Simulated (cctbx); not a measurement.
# Diagnosing a refinement

Cell a = 3.8540 Å, b = 3.8540 Å, c = 13.3750 Å, α = 90.00°, β = 90.00°, γ = 90.00°; space group I4/mmm (no. 139).

Simulated single-crystal data (cctbx): Cu Kα, λ = 1.54184 Å, to d = 0.83 Å, 80 % of the full sphere, strongest reflection 40000 counts, noise from counting, a 4 % proportional error and a noise floor of 2 counts (s.d.); no absorption.

An anisotropic refinement with weights 1/σ² prints:

```text
Rint 0.029, 79 unique reflections to 0.83 A
cycle     R1     wR2    GooF  max shift (A)
   1  0.0712  0.3042  17.194   0.00265
   3  0.0495  0.1998  11.292   0.00004
final R1 0.0497 wR2 0.1998 GooF 11.292  parameters 7  data/parameter 11.3
atom        x        y        z      Ueq    occ   su(xyz)  su(Uiso or U11)
Sb1    0.50000  0.50000  0.15331   0.0108  1.000  0.00028  0.0018
Gd1    0.00000  0.00000  0.00000   0.0172  1.000  0.00000  0.0023
O1     0.00000  0.50000  0.25000   0.0210  1.000  0.00000  0.0092
difference map: max 6.45 min -2.39 rms 0.64
Q1    0.0000  0.0000  0.3571    4    6.50  0.14 A from Sb1
Q2    0.0000  0.0000  0.0000    2    1.06  0.00 A from Gd1
Q3    0.0000  0.3309  0.5000    8    0.77  2.03 A from Gd1
Q4    0.0000  0.3264  0.2474   16    0.51  0.67 A from O1
Q5    0.0961  0.0961  0.0884   16    0.50  1.29 A from Gd1
Q6    0.0000  0.2996  0.0311   16    0.48  1.23 A from Gd1
```

Q: Accept it or mend it, and why?

Mend it. The fault: elements exchanged: Gd1 is Sb and Sb1 is Gd. Against the right model at the same level, R1 goes from 0.0067 to 0.0497 and GooF from 0.93 to 11.29 and the top difference peak, 6.5 e/Å³, lies on Sb1. Gd1 has 13 electrons too many and its U swells to shed them, as expected; Sb1 has 13 electrons too few and its U shrinks to make up, as expected.

The compound is Gd2SbO2. The right model at the same level gives:

```text
Rint 0.029, 79 unique reflections to 0.83 A
cycle     R1     wR2    GooF  max shift (A)
   1  0.0069  0.0167   0.946   0.00013
   2  0.0067  0.0164   0.930   0.00000
final R1 0.0067 wR2 0.0164 GooF 0.930  parameters 7  data/parameter 11.3
atom        x        y        z      Ueq    occ   su(xyz)  su(Uiso or U11)
Gd1    0.50000  0.50000  0.15313   0.0144  1.000  0.00002  0.0001
Sb1    0.00000  0.00000  0.00000   0.0141  1.000  0.00000  0.0002
O1     0.00000  0.50000  0.25000   0.0267  1.000  0.00000  0.0008
difference map: max 0.30 min -0.26 rms 0.08
Q1    0.0000  0.2474  0.0972   16    0.30  1.61 A from Sb1
Q2    0.0000  0.0000  0.4391    4    0.26  1.23 A from Gd1
Q3    0.0000  0.3048  0.2244   16    0.25  0.83 A from O1
Q4    0.2619  0.2619  0.0348   16    0.23  1.50 A from Sb1
Q5    0.2006  0.2006  0.1784   16    0.21  1.67 A from Gd1
Q6    0.0000  0.3322  0.4185   16    0.20  1.60 A from Gd1
```

Isotropic U is held between 0.0001 and 1 Å² by the program, and listed peak heights are interpolated, so they can pass the grid's maximum.

The model was made for the exercise: a known structure type with other elements put in, its volume estimated, not relaxed; displacement parameters are assumed.

[Middle refinement cycles are left out of these outputs.]

[Logs are printed without paths, hosts, clocks, repeated set-up lines and the standing remarks that a program may print on its own settings, such as how far it seeks lower states.]
